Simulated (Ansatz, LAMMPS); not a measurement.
# Relaxing a frame of liquid Zn38Se23S15 from 2050 K (76 atoms), part 3 of 3

Wanted: the relaxed structure of a frame of liquid Zn38Se23S15 from 2050 K (76 atoms) and its electronic structure.

Ansatz 0.2.0; Kohn-Sham DFT, LDA, PAW (set soft_2), plane waves.

The cell: 38 Zn, 23 Se and 15 S. The network of bonds at the start is that of the classical potential that made the cell. Only the Γ point is sampled, in a cell whose shortest periodic width is 12 Å.

So far, density (g/cm³): step 5 (structure statistics after relaxation) 4.69.

## 6. Single point at the relaxed geometry

One more single point at the end of the walk gives the fuller output and checks the residual forces.

The input, input.yaml:

```yaml
crystal:
  lattice:
    - [11.9218, 0.0, 0.0]
    - [0.0, 11.9218, 0.0]
    - [0.0, 0.0, 11.9218]
  atoms:
    - { symbol: Zn, position: [0.23581, 0.86022, 0.11526] }
    - { symbol: Zn, position: [0.37224, 0.7076, 0.5951] }
    - { symbol: Zn, position: [0.68363, 0.13808, 0.51885] }
    - { symbol: Zn, position: [0.22634, 0.7403, 0.8086] }
    - { symbol: Zn, position: [0.50166, 0.71949, 0.88875] }
    - { symbol: Zn, position: [0.41065, 0.95435, 0.59856] }
    - { symbol: Zn, position: [0.65588, 0.19323, 0.01886] }
    - { symbol: Zn, position: [0.95506, 0.61869, 0.85397] }
    - { symbol: Zn, position: [0.03652, 0.58963, 0.16494] }
    - { symbol: Zn, position: [0.40341, 0.08967, 0.29139] }
    - { symbol: Zn, position: [0.38878, 0.27729, 0.47038] }
    - { symbol: Zn, position: [0.90403, 0.89924, 0.69065] }
    - { symbol: Zn, position: [0.03607, 0.86408, 0.0077] }
    - { symbol: Zn, position: [0.36775, 0.77532, 0.37774] }
    - { symbol: Zn, position: [0.1255, 0.24606, 0.75466] }
    - { symbol: Zn, position: [0.35682, 0.5981, 0.07128] }
    - { symbol: Zn, position: [0.90473, 0.38738, 0.0746] }
    - { symbol: Zn, position: [0.21968, 0.47903, 0.61915] }
    - { symbol: Zn, position: [0.56997, 0.27496, 0.21338] }
    - { symbol: Zn, position: [0.79198, 0.42318, 0.35607] }
    - { symbol: Zn, position: [0.26964, 0.37735, 0.24631] }
    - { symbol: Zn, position: [0.14196, 0.02849, 0.33397] }
    - { symbol: Zn, position: [0.58702, 0.96453, 0.80754] }
    - { symbol: Zn, position: [0.31598, 0.10416, 0.9604] }
    - { symbol: Zn, position: [0.98967, 0.11517, 0.90258] }
    - { symbol: Zn, position: [0.5182, 0.55499, 0.34068] }
    - { symbol: Zn, position: [0.13604, 0.34099, 0.01136] }
    - { symbol: Zn, position: [0.97054, 0.15199, 0.56854] }
    - { symbol: Zn, position: [0.74329, 0.13974, 0.78128] }
    - { symbol: Zn, position: [0.62854, 0.58516, 0.63876] }
    - { symbol: Zn, position: [0.92012, 0.18114, 0.27651] }
    - { symbol: Zn, position: [0.84793, 0.70047, 0.35667] }
    - { symbol: Zn, position: [0.66368, 0.44701, 0.91205] }
    - { symbol: Zn, position: [0.60954, 0.69819, 0.13097] }
    - { symbol: Zn, position: [0.43146, 0.25609, 0.77037] }
    - { symbol: Zn, position: [0.90131, 0.39301, 0.70164] }
    - { symbol: Zn, position: [0.10225, 0.70614, 0.56825] }
    - { symbol: Zn, position: [0.78433, 0.85223, 0.00515] }
    - { symbol: Se, position: [0.77853, 0.53672, 0.76777] }
    - { symbol: Se, position: [0.91538, 0.75782, 0.54709] }
    - { symbol: Se, position: [0.96078, 0.03433, 0.40187] }
    - { symbol: Se, position: [0.51729, 0.8156, 0.50098] }
    - { symbol: Se, position: [0.71514, 0.97402, 0.65748] }
    - { symbol: Se, position: [0.06375, 0.78646, 0.18603] }
    - { symbol: Se, position: [0.0672, 0.3473, 0.5904] }
    - { symbol: Se, position: [0.97205, 0.31849, 0.88798] }
    - { symbol: Se, position: [0.13912, 0.03937, 0.03637] }
    - { symbol: Se, position: [0.95753, 0.53042, 0.34276] }
    - { symbol: Se, position: [0.41165, 0.05115, 0.78293] }
    - { symbol: Se, position: [0.47879, 0.12343, 0.10649] }
    - { symbol: Se, position: [0.80525, 0.06407, 0.9671] }
    - { symbol: Se, position: [0.2381, 0.21059, 0.34602] }
    - { symbol: Se, position: [0.3993, 0.38987, 0.62737] }
    - { symbol: Se, position: [0.75386, 0.8055, 0.20447] }
    - { symbol: Se, position: [0.05346, 0.04686, 0.72071] }
    - { symbol: Se, position: [0.70834, 0.37554, 0.10065] }
    - { symbol: Se, position: [0.23315, 0.85328, 0.64655] }
    - { symbol: Se, position: [0.68182, 0.57378, 0.44485] }
    - { symbol: Se, position: [0.48975, 0.10532, 0.47732] }
    - { symbol: Se, position: [0.24461, 0.60962, 0.45621] }
    - { symbol: Se, position: [0.73178, 0.23084, 0.3391] }
    - { symbol: S, position: [0.31566, 0.76027, 0.9706] }
    - { symbol: S, position: [0.26626, 0.27432, 0.88318] }
    - { symbol: S, position: [0.4701, 0.62156, 0.73275] }
    - { symbol: S, position: [0.60686, 0.2707, 0.84693] }
    - { symbol: S, position: [0.29531, 0.92932, 0.2853] }
    - { symbol: S, position: [0.02809, 0.28986, 0.17482] }
    - { symbol: S, position: [0.59833, 0.86241, 0.96093] }
    - { symbol: S, position: [0.92104, 0.81161, 0.86994] }
    - { symbol: S, position: [0.80785, 0.23858, 0.62969] }
    - { symbol: S, position: [0.54022, 0.56929, 0.00452] }
    - { symbol: S, position: [0.43982, 0.68112, 0.22733] }
    - { symbol: S, position: [0.20579, 0.4904, 0.11384] }
    - { symbol: S, position: [0.90807, 0.5702, 0.02892] }
    - { symbol: S, position: [0.45025, 0.38391, 0.31273] }
    - { symbol: S, position: [0.11678, 0.59986, 0.74581] }
kpoints:
  mp_grid: { grid: [1, 1, 1] }
hamiltonian:
  xc: lda
scf:
  occupations: { method: fermi_dirac, width: 0.05 }
output:
  forces: true
  stress: true
  populations: true
  dos:
    method: { smearing: { sigma: 0.08 } }
    de: 0.1
    projected: { site_lists: { S: [S], Se: [Se], Zn: [Zn] } }
  eigenvalues: true
  write_density: true
  write_potential: true
  volumetric_format: npy
```

Command:

```bash
ansatz run input.yaml --threads 4 --pin off --max-ram 8192MiB --backend cpu --events-out ev --progress --plain --runs-dir out
```

What it wrote:

```text
[...]
Crystal: 76 atoms, lattice volume = 1694.437 Å³
Basis set: ecut = 420 eV, 33059 PW (Γ)
Bands: 549, of which v1, the nominal top of the filled ones, is band 457 counted from 1 (456 counted from 0)
Symmetry: 1 space group operations
[...]
k-points: 1
[...]
SCF iter   1: F=—  HF=-260249.290672 eV  |F-HF|=—  |Δ(HF+E_count)|=         —  Δρ=6.13e-3  dr2=5.34e-1  ethr=1.77e-3  ⟨swp⟩=6.0  Hψ=2219  notcnv=0  defer=17
[...]
SCF iter  11: F=-260249.119437 eV  HF=-260249.119437 eV  |F-HF|=9.55e-8  |Δ(HF+E_count)|=   4.38e-8  Δρ=2.36e-6  dr2=7.38e-8  ethr=1.09e-11  ⟨swp⟩=15.0  Hψ=4880  notcnv=0
SCF 1 converged in 11 iterations: F = -260249.119437 eV  dr2 = 7.38e-8
[...]
SCF converged after 11 iterations
Free energy (F): -260249.119437 eV
[...]
Internal energy: -260249.119355 eV  (E = F + TS)
E sigma→0 (E₀):  -260249.119396 eV
Entropy (-TS):   -0.000082 eV (-0.001 meV/atom)
Fermi energy:    6.436730 eV
[...]
--- Forces (eV/Å), atoms counted from 1 ---
  atom   1  Zn     0.00553699    -0.00382272    -0.02467936
  atom   2  Zn    -0.01254374    -0.00188791     0.01038313
  atom   3  Zn    -0.00585252     0.00707596     0.01001246
  atom   4  Zn    -0.00808085    -0.00605490    -0.02277647
  atom   5  Zn    -0.00351819     0.00209816    -0.00206802
  atom   6  Zn    -0.01464587     0.01297456     0.01275632
  atom   7  Zn     0.00091818     0.00172704    -0.00969796
  atom   8  Zn     0.00806233     0.00160083    -0.01117864
  atom   9  Zn     0.00449528    -0.00941849    -0.00216434
  atom  10  Zn    -0.00304230    -0.00476596     0.00293985
  atom  11  Zn     0.01228618    -0.00248246    -0.01588910
  atom  12  Zn     0.00283011     0.00554098    -0.01235039
  atom  13  Zn    -0.00848218    -0.00093219     0.00753514
  atom  14  Zn     0.00623970     0.00864559    -0.01194484
[...]
atom  75  S     -0.00338470    -0.02148083     0.01186722
  atom  76  S     -0.00227152     0.00412349     0.01002893
  max |Σ_I F_I| component: 2.96e-5 eV/Å
--- Stress (GPa, compression-positive) ---
       -0.597572       0.180834       0.318242
        0.180834       0.506504       0.031458
        0.318242       0.031458      -1.392438
  P = ⅓ Tr σ = -0.4945 GPa (-4.945 kbar)
--- Band table (eV) ---
[...]
--- Löwdin populations: 76 sites ---
  site symbol       q [e]
     0     Zn     10.7662
     1     Zn     10.8223
     2     Zn     10.7733
[...]
75      S      7.0440
  spilling = 0.009037 (of n_electrons = 914.000000)
```

It took 39 s on 4 threads of Arm Neoverse V2, shared host; peak memory 2.5 GiB; 2.6 min of CPU time.

Numbers from this run:

```yaml
free_energy: -260249.1194 eV
free_energy_per_atom: -3424.3305 eV/atom
scf_cycles: 11
pressure: -0.4945 GPa
r_m_s_force_component: 0.00732 eV/Å
longest_force: 0.02558 eV/Å
fermi_energy: 6.437 eV
spacing_of_highest_filled_and_lowest_empty_level: 1.038 eV
spilling_of_the_projection: 0.009037
```

Density of states as counts of states in windows of 1 eV (from the Fermi level), total and the larger projections:

```csv
from (eV),to (eV),total,Zn d,Se p,S p,Zn s
-10,-9,0.0,0.0,0.0,0.0,0.0
-9,-8,2.0,1.5,0.1,0.3,0.1
-8,-7,278.5,258.9,7.4,8.1,2.7
-7,-6,101.6,95.8,1.9,1.3,1.2
-6,-5,37.2,7.3,10.2,9.1,8.7
-5,-4,32.7,3.5,11.3,9.6,5.7
-4,-3,38.3,2.6,17.4,13.5,2.4
-3,-2,48.9,2.8,25.4,16.7,1.4
-2,-1,52.8,2.8,31.7,14.8,1.0
-1,0,16.1,0.7,10.6,3.8,0.2
0,1,2.0,0.0,0.2,0.1,1.1
1,2,12.6,0.1,1.8,0.9,4.7
2,3,34.4,0.2,4.8,2.8,12.0
3,4,39.4,0.2,4.9,2.5,10.6
4,5,39.5,0.1,2.9,1.8,5.9
```

The curve was stored every 0.10 eV, coarse against its broadening of 0.08 eV, so these counts are rough.

Between -26 and -10 eV lie 76 more states.

The levels nearest the highest filled one (over half full), pooled over k-points and spins:

```csv
level less the highest filled one (eV),occupation
-0.365,2
-0.319,2
-0.251,2
-0.171,2
-0.0672,2
0,2
1.04,0
1.96,0
2.06,0
2.19,0
2.26,0
2.32,0
```

Valence density in the ac plane at fractional y = 0.585, with atoms of Zn and Se and S within 0.2 Å of it. It is the smooth field of the valence electrons, not physical close to the nuclei.

Ten steps, logarithmic in the rise over the least value, from '0' (0 e/Å³) to '9' (31 e/Å³), each cell a mean:
```
1000000000000001233321000000122321
1000000000000000122210000000011221
2100000000000000000000000000001354
2111110000000000000000000111112465
1122221000000012211000001233211232
1232232100000123322100012354211001
0123232100000123332111111232210000
0112221100000122222246521111000000
0001110000000001111379841000000000
0000000000000000000246521000000000
0000001111100000000011211000000000
0000012343210000000012232100000000
0000013686310000000013786310000000
0000012576310000001124797310000111
1100001222100001243222343210011222
2100000000000001476311111000012343
2100000000000011344210000000011232
1100000000000011111100000000000111
3431000000000111110000000000000011
7973100000000111000000000000000013
6862111111122210000000000000001112
2221011111368521111110000000112222
1000000011378631223321000000233232
1000000000133212232231000000232232
```
Columns run along a (11.9 Å), rows up along c (11.9 Å). Atoms in or near the plane, at fractional coordinates: Zn at (0.04, 0.16), Zn at (0.36, 0.07), Zn at (0.63, 0.64), Se at (0.68, 0.44), S at (0.54, 0.00), S at (0.91, 0.03), S at (0.12, 0.75).

Electrostatic potential energy in the ac plane at fractional y = 0.585, with atoms of Zn and Se and S within 0.2 Å of it. With pseudopotentials it is smooth inside the atoms' cores, unlike the true potential.

Ten even steps from '0' (-32 eV) to '9' (11 eV), each cell a mean:
```
9999999999988898610048999999963358
8999999999999999876689999999998767
5899999999999999999999999999996311
3788999999999999999999999878885100
6863358999999987789999997444687533
8720005899999851137999986444478888
9730015899999840016876787545689999
9975468999999974457520147888999999
9999998889999999888300027999999999
9999999889999999998620148999999999
9999998888999999999876778999999999
9999987544689999999987545799999999
9999984565479999999974565479999999
9999985465479999888874676479999989
7999998656799997422576444689998655
5899999999999986100268888999987444
6899999999999987311479999999998544
8889999999999988767889999999999887
3236899999999988899999999999999987
0003899999999899999999999999999983
0003888888754579999999999999999984
5457898887300048888889999999975567
8999999997300047731268999999720016
9999999998643477401027999999720005
```
Columns run along a (11.9 Å; values clipped at the 3rd and 97th percentile), rows up along c (11.9 Å). Atoms in or near the plane, at fractional coordinates: Zn at (0.04, 0.16), Zn at (0.36, 0.07), Zn at (0.63, 0.64), Se at (0.68, 0.44), S at (0.54, 0.00), S at (0.91, 0.03), S at (0.12, 0.75).

The largest share in the top eV of filled states is Se p (66 % of the projected weight), and in the lowest eV of empty states Zn s (59 % of the projected weight).

The surroundings of Se46, which has 5 bonded neighbours where the commonest count for Se is 4, nearest first, numbered as they follow in the input and with coordinates relative to it.

```csv
atom,x,y,z,distance (Å),bonds
Se46,0.00,0.00,0.00,0.00,5
Zn25,0.21,-2.42,0.17,2.44,4
Zn27,1.96,0.27,1.47,2.46,4
Zn17,-0.80,0.82,2.22,2.50,4
Zn36,-0.84,0.89,-2.22,2.54,4
Zn15,1.83,-0.86,-1.59,2.57,4
S67,0.67,-0.34,3.42,3.50,3
S74,-0.76,3.00,1.68,3.52,3
S63,3.51,-0.53,-0.06,3.55,4
Zn8,-0.20,3.58,-0.41,3.61,4
Zn29,-2.73,-2.13,-1.27,3.69,4
Se45,1.13,0.34,-3.55,3.74,4
Se51,-1.99,-3.03,0.94,3.75,4
Se39,-2.31,2.60,-1.43,3.76,4
S70,-1.96,-0.95,-3.08,3.77,4
```

## 7. Summary of results

| Quantity | Value |
| --- | --- |
| energy change in the relaxation | -388.7 meV/atom |
| r.m.s. displacement | 1.114 Å |
| largest displacement | 2.577 Å |
| free energy per atom | -3424.3305 eV/atom |
| pressure | -0.4945 GPa |
| r.m.s. force component | 0.00732 eV/Å |
| gap (highest filled to lowest empty level) | 1.038 eV |
| wall time of the 3 DFT runs | 14 min |

What this shows: Relaxation lowers the energy by 389 meV/atom and moves atoms by 1.1 Å r.m.s.; the r.m.s. force component goes from 0.54 to 0.0073 eV/Å, the pressure goes from -6.9 to -0.49 GPa. By the final cutoffs 22 of 127 bonded pairs parted and 37 joined. From the first step to the last the energy fell by 29.545 eV, and the largest move was 2.58 Å (Zn19). The Zn-Se bonds change most in mean length: from 2.665 Å (spread 0.184) to 2.452 Å (spread 0.079), and their number from 80 to 86. Counting bonds as in the table, 73 % of S atoms have 4, 65 % of Se atoms have 4 and 74 % of Zn atoms have 4 bonded neighbours. Between filled and empty levels lie 1.04 eV (at Γ alone); a semilocal functional tends to put such gaps too low. In a disordered cell it changes from sample to sample and from frame to frame.

**Limits.** The network of bonds at the start is that of the classical potential that made the cell; in DFT 22 of its 127 bonded pairs passed out of the cutoffs and 37 came within them.

[Long decimals in the printed logs are rounded to 6 places.]

[Logs are printed without paths, hosts, clocks, repeated set-up lines and the standing remarks that a program may print on its own settings, such as how far it seeks lower states.]

[Hosts, paths, dates, database ids (printed as entryN), source tags and the programs' standing remarks are cut or masked in the printed files.]

[A walk said to have stopped at its limit may instead have ended on an SCF cycle that didn't converge.]
